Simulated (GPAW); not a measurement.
# Screening of a field by V2CO2 MXene monolayer, part 2 of 2

Aim: the dipole that a field along the normal induces in V2CO2 MXene monolayer.

GPAW 26.7.0; GPAW, PAW setups; layer in a repeated cell with vacuum, relaxation of atoms and in-plane cell (the session's first sound run).

So far. Step 4 (In a field): The dipole is now -0.0441 e Å, against -3.3e-4 in the run without a field. Step 5 (Field on): The dipole is now -0.0220 e Å, against -3.3e-4 in the run without a field.

### 8. In a field (continued)

The electrostatic potential energy of an electron (without an applied field's), less the Fermi level, planar mean oscillates, so the rows of the table below give means over windows of 1.35 Å about each position, cut where the curve ends. Its maxima inside the range that stand out by 2 % of the span (Å: eV): 7.4: -9.40, 8.7: -8.19, 9.7: -8.29, 11.1: -9.76. Its minima: 7.0: -12.2, 8.1: -18.8, 9.2: -14.0, 10.4: -19.0, 11.4: -12.6.

Table of electrostatic potential energy of an electron (without an applied field's), less the Fermi level, planar mean by z; means over each step:

z (Å), electrostatic potential energy of an electron (without an applied field's), less the Fermi level, planar mean (eV) and a bar from the least value:
```
     0.68        6.9 ##############################
     2.03        6.9 ##############################
     3.38        6.9 ##############################
     4.73        6.9 ##############################
     6.08        4.6 ###########################
     7.43      -12.4 ##
     8.78      -12.2 ##
    10.13      -13.7 
    11.48       -6.9 ##########
    12.83        6.0 #############################
    14.18        6.4 #############################
    15.53        6.4 #############################
    16.88        6.4 #############################
    18.23        6.4 #############################
```

The dipole is now 0.0220 e Å, against -3.3e-4 in the run without a field.

### 9. Field on

Input file run.py:

```python
import json
import numpy as np
from ase import Atoms
from gpaw import GPAW, PW
from gpaw.external import ConstantElectricField

slab = Atoms(
    ['O', 'V', 'C', 'V', 'O'],
    positions=[
        [-0.00000, 1.66690, 7.00000],
        [1.44358, 0.83345, 8.02998],
        [-0.00000, 0.00000, 9.22533],
        [-0.00000, 1.66690, 10.42070],
        [1.44358, 0.83345, 11.45068]],
    cell=[[2.88715, -0.0, 0.0], [-1.44358, 2.50035, 0.0], [0.0, 0.0, 18.4507]],
    pbc=[True, True, False],
    magmoms=[0.0, 2.0, 0.0, 2.0, 0.0])

slab.calc = GPAW(mode=PW(500), xc='PBE', kpts={'size': (12, 12, 1), 'gamma': True},
                 occupations={'name': 'fermi-dirac', 'width': 0.05}, nbands='160%',
                 convergence={'density': 1e-05}, maxiter=200,
                 poissonsolver={'dipolelayer': 'xy'},
                 external=ConstantElectricField(0.2, [0, 0, 1]),
                 symmetry={'tolerance': 1e-3}, txt='slab.txt')
result = {}
energy = slab.get_potential_energy()
fermi = slab.calc.get_fermi_level()
v = slab.calc.get_electrostatic_potential().mean((0, 1)) - fermi
n = slab.calc.get_pseudo_density().mean((0, 1))
L = slab.cell[2, 2]
z = np.arange(len(v)) * L / len(v)
low, high = slab.positions[:, 2].min(), slab.positions[:, 2].max()
below, above = np.interp([low - 4.8, high + 4.8], z, v)
slopes = [np.interp(x, z, np.gradient(v, z)) for x in (low - 4.8, high + 4.8)]
eps = np.array([[slab.calc.get_eigenvalues(k, s) for k in range(len(slab.calc.get_ibz_k_points()))]
                for s in range(slab.calc.get_number_of_spins())]) - fermi
top, bottom = eps[eps < 0].max(), eps[eps > 0].min()
dipole = slab.get_dipole_moment()[2]
print(f'energy {energy:.4f} eV, Fermi level {fermi:.4f} eV, dipole {dipole:.5f} e A')
print(f'potential 4.8 A off the faces, from the Fermi level: lower {below:.4f} eV, upper {above:.4f} eV')
print(f'slope of the potential there: lower {slopes[0]:.5f}, upper {slopes[1]:.5f} eV/A')
print(f'nearest levels on the mesh: {top:.4f} and {bottom:.4f} eV')
print('magnetic moment', round(slab.get_magnetic_moment(), 3))
result.update(energy=energy, fermi=fermi, dipole=dipole, below=below, above=above, slopes=slopes, edges=[top, bottom],
              z=z.tolist(), v=v.tolist(), n=n.tolist(), positions=slab.positions.tolist(),
              forces=slab.get_forces(apply_constraint=False).tolist(), moments=slab.get_magnetic_moments().tolist())
json.dump(result, open('result.json', 'w'))
```

Launch:

```console
> OMP_NUM_THREADS=1 OPENBLAS_NUM_THREADS=1 python run.py
```

The job ended after 9.2 min (1 thread of Arm Neoverse V2, shared host; peak memory 0.58 GiB).

The dipole is now 0.0441 e Å, against -3.3e-4 in the run without a field.

### 10. In a field

run.py: that of step 9 with these lines changed.

```diff
@@ -22,3 +22,3 @@
                  poissonsolver={'dipolelayer': 'xy'},
-                 external=ConstantElectricField(0.2, [0, 0, 1]),
+                 external=ConstantElectricField(0.3, [0, 0, 1]),
                  symmetry={'tolerance': 1e-3}, txt='slab.txt')
```

Elapsed: 9.7 min, on 1 thread; peak memory 0.58 GiB.

The electrostatic potential energy of an electron (without an applied field's), less the Fermi level, planar mean oscillates, so the rows of the table below give means over windows of 0.5 Å about each position, cut where the curve ends. Its maxima inside the range that stand out by 2 % of the span (Å: eV): 0.48: 7.48, 7.40: -9.05, 8.74: -8.10, 9.71: -8.39, 11.05: -10.1. Its minima: 7.02: -11.8, 8.07: -18.6, 9.23: -14.0, 10.38: -19.2, 11.44: -13.0.

Electrostatic potential energy of an electron (without an applied field's), less the Fermi level, planar mean against z; means over each step:

```csv
z (Å),"electrostatic potential energy of an electron (without an applied field's), less the Fermi level, planar mean (eV)"
0.0,6.95
0.5,7.43
1.0,7.48
1.5,7.48
2.0,7.48
2.5,7.48
3.0,7.48
3.5,7.48
4.0,7.48
4.5,7.47
5.0,7.45
5.5,7.34
6.0,6.66
6.5,2.01
7.0,-9.68
7.5,-10.8
8.0,-17.4
8.5,-11.4
9.0,-10.9
9.5,-10.6
10.0,-12.7
10.5,-17.9
11.0,-11.4
11.5,-10.3
12.0,1.43
12.5,5.19
13.0,5.72
13.5,5.80
14.0,5.82
14.5,5.82
15.0,5.82
15.5,5.82
16.0,5.82
16.5,5.82
17.0,5.82
17.5,5.82
18.0,5.90
```

The dipole is now 0.0661 e Å, against -3.3e-4 in the run without a field.

### 11. The series

The members are put on one axis.

This step: induced dipole against applied field (GPAW 26.7.0).

Table of dipole along the normal by field:

```csv
field (V/Å),dipole along the normal (e·Å)
-0.200,-0.0441
-0.100,-0.0220
-0.050,-0.0110
0.000,-3.3e-4
0.050,0.0110
0.100,0.0220
0.200,0.0441
0.300,0.0661
```

### 12. Results

```yaml
work_function_upper_and_lower_face: 6.650 and 6.642 eV
dipole_along_the_normal: -3.3e-4 e Å
induced_dipole_per_field: 0.220 e Å per V/Å
out_of_plane_polarisability_per_area_alpha_eps_0_a: 5.53 Å
```

In words: The field induces 0.220 e Å per V/Å, a polarisable thickness α/(ε0 A) of 5.53 Å beside 4.45 Å between the outermost nuclei. A perfect conductor would give the distance between its two image planes; a dielectric of thickness t gives t(1 - 1/ε). The induced dipole is linear in the field over this range. The starting lattice was a guess from atomic radii; the relaxation moved it by -4 %. The small printed dipole stands for a step of 8.3 meV from the lower to the upper face, and the probes find 7.3 meV; values this small are near the numerical noise of both. One magnetic start was tried; another order may lie lower. The layer's cell and atoms come from the relaxation; spin-orbit coupling and temperature are left out.

[Logs are printed without paths, hosts, clocks, repeated set-up lines and the standing remarks that a program may print on its own settings, such as how far it seeks lower states.]

[Hosts, paths, dates, database ids (printed as entryN), source tags and the programs' standing remarks are cut or masked in the printed files.]
